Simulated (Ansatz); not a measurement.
Planning a run of Ansatz 0.2.0 on ZnWO4 (P2/c). The input:

```yaml
crystal:
  lattice:
    - [4.6986, 0.0, 0.0]
    - [0.0, 5.7293, 0.0]
    - [-0.052988409, 0.0, 4.9364156144]
  atoms:
    - { symbol: Zn, position: [0.5, 0.684, 0.25] }
    - { symbol: Zn, position: [0.5, 0.316, 0.75] }
    - { symbol: W, position: [0.0, 0.18258, 0.25] }
    - { symbol: W, position: [0.0, 0.81742, 0.75] }
    - { symbol: O, position: [0.2169, 0.1051, 0.9363] }
    - { symbol: O, position: [0.7831, 0.1051, 0.5637] }
    - { symbol: O, position: [0.7831, 0.8949, 0.0637] }
    - { symbol: O, position: [0.2169, 0.8949, 0.4363] }
    - { symbol: O, position: [0.2565, 0.3777, 0.3996] }
    - { symbol: O, position: [0.7435, 0.3777, 0.1004] }
    - { symbol: O, position: [0.7435, 0.6223, 0.6004] }
    - { symbol: O, position: [0.2565, 0.6223, 0.8996] }
kpoints:
  mp_grid: { grid: [4, 2, 4] }
hamiltonian:
  xc: lda
scf:
  occupations: { method: fixed }
gw:
  n_empty_bands: 610
  ecut_chi: 160.0
  qp_bands: [v4, c4]
  qp_kpoints: band_edges
  screening: { model: contour_deformation }
```

```sh
ansatz run input.yaml --threads 3 --pin off --max-ram 92160MiB --backend cuda --events-out ev --progress --plain --runs-dir out --devices 1 --max-vram 13GiB
```

Question: Estimate wall time and host memory on 1 × NVIDIA H100 80GB HBM3 (shared by 6 runs) with 3 threads of AMD EPYC 7R13 (Zen 3), shared host.

It took 97 s; on shared hardware allow 48 s to 3.2 min. Peak host memory was 2.8 GiB. The sizes that set the cost: 2605 plane waves a state, 20 irreducible k points, 660 bands summed, 603 plane waves in the screening and 9 SCF cycles.

The screening grows as filled bands × empty bands × pairs of k points, times the square of the screening basis for the matrix.

[Paths, hosts, dates, memory and timing lines, banners, echoed tables and standing remarks are left out of the program output.]

[Logs are printed without paths, hosts, clocks, repeated set-up lines and the standing remarks that a program may print on its own settings, such as how far it seeks lower states.]

[Runs of the session that timed out or met a known fault of the program may be left out.]

[Cells called generated may have been cut or substituted from an entry of the Crystallography Open Database or the Materials Project.]

[Hosts, paths, dates, database ids (printed as entryN), source tags and the programs' standing remarks are cut or masked in the printed files.]
